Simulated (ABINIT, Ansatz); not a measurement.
# Converging GW for NaLiICl (P4/mmm) in ABINIT

Wanted: a converged G0W0 gap of NaLiICl (P4/mmm), or an estimate of the limit.

Main program and level: ABINIT 10.8.3; LDA and many-body steps on it, plane waves.

## 1. The starting structure

The structure is tetragonal, space group P4/mmm (No. 123). Conventional cell: a = 4.092 Å, b = 4.092 Å, c = 6.215 Å, α = 90.00°, β = 90.00°, γ = 90.00°. Nearest to Na lie 4 Cl at 2.89 Å and 2 I at 3.11 Å. Li has 4 I at 2.89 Å nearest. Nearest to I lie 4 Li at 2.89 Å and 2 Na at 3.11 Å. Nearest to Cl lie 4 Na at 2.89 Å. Farther neighbours and most contacts between anions are not listed.

The cell and positions are those that the Materials Project relaxed with its own functionals (PBE, PBE+U or r2SCAN), kept fixed. Spin-orbit coupling is left out unless a step names it.

## 2. Empty states on the mesh, 2×2×2 mesh, 200 bands

This step: ABINIT 10.8.3; DFT, LDA, plane waves, norm-conserving pseudopotentials.

The sums over transitions need many empty states on a uniform mesh; this step solves for them.

run.abi

```
acell 3*1.0 Angstrom
rprim 
  4.091636000000 0.000000000000 0.000000000000
  0.000000000000 4.091636000000 0.000000000000
  0.000000000000 0.000000000000 6.215344000000
ntypat 4
znucl 11 3 53 17
natom 4
typat 1 2 3 4
xred 
  0.500000000000 0.500000000000 0.500000000000
  0.000000000000 0.000000000000 0.000000000000
  0.500000000000 0.500000000000 0.000000000000
  0.000000000000 0.000000000000 0.500000000000
pp_dirpath "pseudos"
pseudos "Na.upf, Li.upf, I.upf, Cl.upf"
ecut 38
ngkpt 2 2 2
nshiftk 1
shiftk 0 0 0
kptopt 1
chksymbreak 0
iscf -2
irdden 1
istwfk *1
nband 200
nbdbuf 18
tolwfr 1e-09
nstep 60
prtvol 0
indata_prefix "in"
outdata_prefix "out"
tmpdata_prefix "tmp"
```

Started as:

```bash
> OMP_NUM_THREADS=1 mpirun -n 4 abinit run.abi > log
```

Numbers of over 12 decimals in the logs are rounded to 6 here.

Log:

```text
.Version 10.8.3 of ABINIT. v10.8.2 released Aug 2026.

 Symmetries : space group P4/m m m (#123); Bravais tP (primitive tetrag.)
[... echo of the input left out ...]
== DATASET  1 ==================================================================
-   mpi_nproc: 4, omp_nthreads: 1 (-1 if OMP is not activated)

--- !DatasetInfo
iteration_state: {dtset: 1, }
dimensions: {natom: 4, nkpt: 6, mband: 200, nsppol: 1, nspinor: 1, nspden: 1, mpw: 7872, }
cutoff_energies: {ecut:  38.0, pawecutdg:  -1.0, }
[...]
2.82530    2.82666    2.82666    2.83284    2.84964    2.88069    2.90061    2.90062
   2.94127    2.94206    2.95806    2.95872    2.96598    2.97173    2.97694    2.98685
 prteigrs : prtvol=0 or 1, do not print more k-points.

== END DATASET(S) ==============================================================
================================================================================

 -outvars: echo values of variables after computation  --------
            nband         200
             nkpt           6
          spgroup         123
 [... the other variables as echoed above ...]

 Calculation completed.
```

Elapsed: 3.4 min, on 4 MPI ranks of Arm Neoverse N1, shared host; peak memory 0.51 GiB.

Numbers from this step:

| Item | Value |
| --- | --- |
| gap | 3.850 eV |
| k of the valence top | 0.5, 0, 0.5 |
| k of the conduction bottom | 0, 0, 0 |
| least direct gap | 4.142 eV |
| k points computed | 6 |
| lowest point of the top converged band, above the valence top | 74.6441 eV |

On this mesh the gap is 3.850 eV.

The density comes from a self-consistent run that is not shown.

## 3. Screening, 2×2×2 mesh, 34 bands, screening to 62.6 eV

The RPA dielectric matrix is built and inverted for each q.

This step: RPA screening on LDA, plane waves, norm-conserving pseudopotentials.

Edit run.abi of step 2 so:

```diff
@@ -22,10 +22,11 @@
 chksymbreak 0
-iscf -2
-irdden 1
 istwfk *1
-nband 200
-nbdbuf 18
-tolwfr 1e-09
-nstep 60
-prtvol 0
+occopt 1
+irdwfk 1
+optdriver 3
+nband 34
+ecuteps 2.3
+inclvkb 2
+awtr 1
+symchi 1
 indata_prefix "in"
```

Log:

```text
.Version 10.8.3 of ABINIT. v10.8.2 released Aug 2026.

 Symmetries : space group P4/m m m (#123); Bravais tP (primitive tetrag.)
[... echo of the input left out ...]
== DATASET  1 ==================================================================
-   mpi_nproc: 4, omp_nthreads: 1 (-1 if OMP is not activated)

--- !DatasetInfo
iteration_state: {dtset: 1, }
dimensions: {natom: 4, nkpt: 6, mband: 34, nsppol: 1, nspinor: 1, nspden: 1, mpw: 7872, }
cutoff_energies: {ecut:  38.0, pawecutdg:  -1.0, }
electrons: {nelect:   2.60000000E+01, charge:   0.00000000E+00, occopt:   1.00000000E+00, tsmear:   1.00000000E-02, }

 SCREENING: Calculation of the susceptibility and dielectric matrices

 Based on a program developped by R.W. Godby, V. Olevano, G. Onida, and L. Reining.
 Incorporated in ABINIT by V. Olevano, G.-M. Rignanese, and M. Torrent.
.Using double precision arithmetic ; gwpc =  8

[... cell and pseudopotentials left out ...]
--------------------------------------------------------------------------------

 ==== K-mesh for the wavefunctions ====
 Number of points in the irreducible wedge :     6
[... list of points left out ...]
 Together with 16 symmetry operations and time-reversal symmetry
 yields     8 points in the full Brillouin Zone.

 ==== Q-mesh for the screening function ====
 Number of points in the irreducible wedge :     6
[... list of points left out ...]
 Together with 16 symmetry operations and time-reversal symmetry
 yields     8 points in the full Brillouin Zone.

 setmesh: FFT mesh size selected  =    27x   27x   45
          total number of points  =        32805

 vcoul_init : cutoff-mode = AUXILIARY_FUNCTION
 q-points for optical limit:   1
     1)      0.000010    0.000020    0.000030

- screening: taking advantage of time-reversal symmetry
- Maximum band index for partially occupied states nbvw = 13
- Remaining bands to be divided among processors   nbcw = 21
- Number of bands treated by each node ~5

 Number of electrons calculated from density =   26.0000; Expected =   26.0000
 average of density, n =  0.037027
 r_s =    1.8612
 omega_plasma =   18.5616 [eV]

 calculating chi0 at frequencies [eV] :
  1    0.000000E+00    0.000000E+00
  2    0.000000E+00    1.856156E+01

--------------------------------------------------------------------------------
  q-point number  1        q = ( 0.000000, 0.000000, 0.000000) [r.l.u.]
--------------------------------------------------------------------------------
[... chi0 elements left out ...]
 For q-point:  0.000010 0.000020 0.000030
  dielectric constant =   3.8721
  dielectric constant without local fields =   4.5822

  Average fulfillment of the sum rule on Im[epsilon] for q-point    1 :     30.96  [%]
[... wings left out ...]
  q-point number  2        q = ( 0.500000, 0.000000, 0.000000) [r.l.u.]
--------------------------------------------------------------------------------
[... chi0 elements left out ...]
  Average fulfillment of the sum rule on Im[epsilon] for q-point    2 :     39.21  [%]

 [... 4 further q-points ...]
```

It took 11 s on 4 MPI ranks; peak memory 0.73 GiB.

This step gave:

| Property | Result |
| --- | --- |
| ε∞ with local fields, on this mesh, along the program's q direction | 3.872 |
| the same without local fields | 4.582 |
| plasma frequency | 18.56 eV |
| plane waves in the screening matrix | 125 |

Local fields lower ε∞ by 15 %. On a Γ-centred mesh this coarse the value itself is usually too large, while a short band sum pulls it down.

## 4. 34 bands, 62.6 eV

The self-energy is evaluated for the states that the input lists, and the levels follow from it, in one-shot runs by the linearised quasiparticle equation.

This step: G0W0 on LDA, plane waves, norm-conserving pseudopotentials.

Edit run.abi of step 3 so:

```diff
@@ -25,8 +25,17 @@
 irdwfk 1
-optdriver 3
+optdriver 4
 nband 34
+gwcalctyp 0
+ecutsigx 38
+symsigma 1
+nkptgw 2
+kptgw 
+  0.5000000000 0.0000000000 0.5000000000
+  0.0000000000 0.0000000000 0.0000000000
+bdgw 
+  12 15
+  12 15
 ecuteps 2.3
-inclvkb 2
-awtr 1
-symchi 1
+irdscr 1
+ppmodel 1
 indata_prefix "in"
```

Log:

```text
.Version 10.8.3 of ABINIT. v10.8.2 released Aug 2026.

 Symmetries : space group P4/m m m (#123); Bravais tP (primitive tetrag.)
[... echo of the input left out ...]
== DATASET  1 ==================================================================
-   mpi_nproc: 4, omp_nthreads: 1 (-1 if OMP is not activated)

--- !DatasetInfo
iteration_state: {dtset: 1, }
dimensions: {natom: 4, nkpt: 6, mband: 34, nsppol: 1, nspinor: 1, nspden: 1, mpw: 7872, }
cutoff_energies: {ecut:  38.0, pawecutdg:  -1.0, }
electrons: {nelect:   2.60000000E+01, charge:   0.00000000E+00, occopt:   1.00000000E+00, tsmear:   1.00000000E-02, }

 SIGMA: Calculation of the GW corrections

 Based on a program developped by R.W. Godby, V. Olevano, G. Onida, and L. Reining.
 Incorporated in ABINIT by V. Olevano, G.-M. Rignanese, and M. Torrent.
.Using double precision arithmetic ; gwpc =  8

[... cell and pseudopotentials left out ...]
--------------------------------------------------------------------------------

 ==== K-mesh for the wavefunctions ====
 Number of points in the irreducible wedge :     6
[... list of points left out ...]
 Together with 16 symmetry operations and time-reversal symmetry
 yields     8 points in the full Brillouin Zone.

 ==== Q-mesh for screening function ====
 Number of points in the irreducible wedge :     6
[... list of points left out ...]
 Together with 16 symmetry operations and time-reversal symmetry
 yields     8 points in the full Brillouin Zone.

 vcoul_init : cutoff-mode = AUXILIARY_FUNCTION
 q-points for optical limit:   1
     1)      0.000010    0.000020    0.000030
 setmesh: FFT mesh size selected  =    45x   45x   72
          total number of points  =       145800

 Number of electrons calculated from density =   26.0000; Expected =   26.0000
 average of density, n =  0.037027
 r_s =    1.8612
 omega_plasma =   18.5616 [eV]

 === KS Band Gaps ===
  >>>> For spin  1
   Minimum direct gap =   4.1418 [eV], located at k-point      :   0.0000  0.0000  0.0000
   Fundamental gap    =   3.8495 [eV], Top of valence bands at :   0.5000  0.0000  0.5000
                                       Bottom of conduction at :   0.0000  0.0000  0.0000
 SIGMA fundamental parameters:
 PLASMON POLE MODEL  1
 number of plane-waves for SigmaX                 7837
 number of plane-waves for SigmaC and W            125
 number of plane-waves for wavefunctions          7837
 number of bands                                    34
 number of independent spin polarizations            1
 number of spinorial components                      1
 number of k-points in IBZ                           6
 number of q-points in IBZ                           6
 number of symmetry operations                      16
 number of k-points in BZ                            8
 number of q-points in BZ                            8
 number of frequencies for dSigma/dE                 9
 frequency step for dSigma/dE [eV]                0.25
 number of omega for Sigma on real axis              0
 max omega for Sigma on real axis  [eV]           0.00
 zcut for avoiding poles [eV]                     0.10

 EPSILON^-1 parameters (SCR file):
 dimension of the eps^-1 matrix on file            125
 dimension of the eps^-1 matrix used               125
 number of plane-waves for wavefunctions          7837
 number of bands                                    34
 number of q-points in IBZ                           6
 number of frequencies                               2
 number of real frequencies                          1
 number of imag frequencies                          1

 matrix elements of self-energy operator (all in [eV])

 Perturbative Calculation

--- !SelfEnergy_ee
iteration_state: {dtset: 1, }
kpoint     : [   0.500,    0.000,    0.500, ]
spin       : 1
KS_gap     :    4.587
QP_gap     :    6.536
Delta_QP_KS:    1.949
data: !SigmaeeData |
     Band     E0 <VxcDFT>   SigX SigC(E0)      Z dSigC/dE  Sig(E)    E-E0       E
       12  -0.494 -12.026 -15.122   2.513   0.815  -0.227 -12.501  -0.476  -0.970
       13   0.075 -11.444 -14.328   2.377   0.823  -0.216 -11.861  -0.418  -0.342
       14   4.662  -7.441  -3.202  -2.434   0.849  -0.178  -5.909   1.532   6.194
       15   5.396  -7.746  -3.089  -2.544   0.845  -0.184  -5.961   1.785   7.180

--- !SelfEnergy_ee
iteration_state: {dtset: 1, }
kpoint     : [   0.000,    0.000,    0.000, ]
spin       : 1
KS_gap     :    4.142
QP_gap     :    6.265
Delta_QP_KS:    2.123
data: !SigmaeeData |
     Band     E0 <VxcDFT>   SigX SigC(E0)      Z dSigC/dE  Sig(E)    E-E0       E
       12  -0.217 -11.873 -14.955   2.488   0.817  -0.224 -12.358  -0.485  -0.702
       13  -0.217 -11.873 -14.955   2.488   0.817  -0.224 -12.358  -0.485  -0.702
       14   3.925  -8.236  -3.756  -2.549   0.848  -0.179  -6.598   1.638   5.563
       15   5.327  -8.452  -3.776  -2.511   0.844  -0.185  -6.626   1.826   7.153

== END DATASET(S) ==============================================================
================================================================================

 -outvars: echo values of variables after computation  --------
           etotal      0.0000000000E+00
            nband          34
             nkpt           6
          spgroup         123
 [... the other variables as echoed above ...]

 Calculation completed.
```

Run time: 7.4 s. Hardware: 4 MPI ranks; peak memory 0.73 GiB; 29 s of CPU time.

This step gave:

```yaml
g0w0_gap_on_the_points_computed: 5.905 eV
starting_gap_on_the_mesh: 3.850 eV
k_of_the_valence_top: 0.5, 0, 0.5
k_of_the_conduction_bottom: 0, 0, 0
z_at_the_valence_top: 0.823
z_at_the_conduction_bottom: 0.848
least_direct_g0w0_gap_on_the_computed_points: 6.265 eV
```

The gap on the mesh goes from 3.85 eV to 5.90 eV, a correction of +2.06 eV.

## 5. Screening, 2×2×2 mesh, 81 bands, screening to 114.3 eV

This step: RPA screening on LDA, plane waves, norm-conserving pseudopotentials.

Edit run.abi of step 4 so:

```diff
@@ -25,17 +25,8 @@
 irdwfk 1
-optdriver 4
-nband 34
-gwcalctyp 0
-ecutsigx 38
-symsigma 1
-nkptgw 2
-kptgw 
-  0.5000000000 0.0000000000 0.5000000000
-  0.0000000000 0.0000000000 0.0000000000
-bdgw 
-  12 15
-  12 15
-ecuteps 2.3
-irdscr 1
-ppmodel 1
+optdriver 3
+nband 81
+ecuteps 4.2
+inclvkb 2
+awtr 1
+symchi 1
 indata_prefix "in"
```

Log:

```text
.Version 10.8.3 of ABINIT. v10.8.2 released Aug 2026.

 Symmetries : space group P4/m m m (#123); Bravais tP (primitive tetrag.)
[... echo of the input left out ...]
== DATASET  1 ==================================================================
-   mpi_nproc: 4, omp_nthreads: 1 (-1 if OMP is not activated)

--- !DatasetInfo
iteration_state: {dtset: 1, }
dimensions: {natom: 4, nkpt: 6, mband: 81, nsppol: 1, nspinor: 1, nspden: 1, mpw: 7872, }
cutoff_energies: {ecut:  38.0, pawecutdg:  -1.0, }
electrons: {nelect:   2.60000000E+01, charge:   0.00000000E+00, occopt:   1.00000000E+00, tsmear:   1.00000000E-02, }

 SCREENING: Calculation of the susceptibility and dielectric matrices

 Based on a program developped by R.W. Godby, V. Olevano, G. Onida, and L. Reining.
 Incorporated in ABINIT by V. Olevano, G.-M. Rignanese, and M. Torrent.
.Using double precision arithmetic ; gwpc =  8

[... cell and pseudopotentials left out ...]
--------------------------------------------------------------------------------

 ==== K-mesh for the wavefunctions ====
 Number of points in the irreducible wedge :     6
[... list of points left out ...]
 Together with 16 symmetry operations and time-reversal symmetry
 yields     8 points in the full Brillouin Zone.

 ==== Q-mesh for the screening function ====
 Number of points in the irreducible wedge :     6
[... list of points left out ...]
 Together with 16 symmetry operations and time-reversal symmetry
 yields     8 points in the full Brillouin Zone.

 setmesh: FFT mesh size selected  =    30x   30x   45
          total number of points  =        40500

 vcoul_init : cutoff-mode = AUXILIARY_FUNCTION
 q-points for optical limit:   1
     1)      0.000010    0.000020    0.000030

- screening: taking advantage of time-reversal symmetry
- Maximum band index for partially occupied states nbvw = 13
- Remaining bands to be divided among processors   nbcw = 68
- Number of bands treated by each node ~17

 Number of electrons calculated from density =   26.0000; Expected =   26.0000
 average of density, n =  0.037027
 r_s =    1.8612
 omega_plasma =   18.5616 [eV]

 calculating chi0 at frequencies [eV] :
  1    0.000000E+00    0.000000E+00
  2    0.000000E+00    1.856156E+01

--------------------------------------------------------------------------------
  q-point number  1        q = ( 0.000000, 0.000000, 0.000000) [r.l.u.]
--------------------------------------------------------------------------------
[... chi0 elements left out ...]
 For q-point:  0.000010 0.000020 0.000030
  dielectric constant =   3.8949
  dielectric constant without local fields =   4.6211

  Average fulfillment of the sum rule on Im[epsilon] for q-point    1 :     55.13  [%]
[... wings left out ...]
  q-point number  2        q = ( 0.500000, 0.000000, 0.000000) [r.l.u.]
--------------------------------------------------------------------------------
[... chi0 elements left out ...]
  Average fulfillment of the sum rule on Im[epsilon] for q-point    2 :     59.66  [%]

 [... 4 further q-points ...]
```

The job ended after 24 s (4 MPI ranks; peak memory 0.98 GiB).

This step gave:

```
ε∞ with local fields, on this mesh, along the program's q direction : 3.895
the same without local fields                                       : 4.621
plasma frequency                                                    : 18.56 eV
plane waves in the screening matrix                                 : 287
```

[end of part 1 of 2]

[Paths, hosts, dates, memory and timing lines, banners, echoed tables and standing remarks are left out of the program output.]

[Logs are printed without paths, hosts, clocks, repeated set-up lines and the standing remarks that a program may print on its own settings, such as how far it seeks lower states.]

[Runs of the session that timed out or met a known fault of the program may be left out.]

[Hosts, paths, dates, database ids (printed as entryN), source tags and the programs' standing remarks are cut or masked in the printed files.]

[G0W0 gaps are taken among the corrected bands and points alone; a level outside them can change the order at an edge.]

[Where Ansatz stands beside ABINIT at settings called matched, ABINIT's density can come from a denser mesh and the files from another edition; pairs whose starting gaps differed by over 0.03 eV were left out, so agreement reads better than it is.]
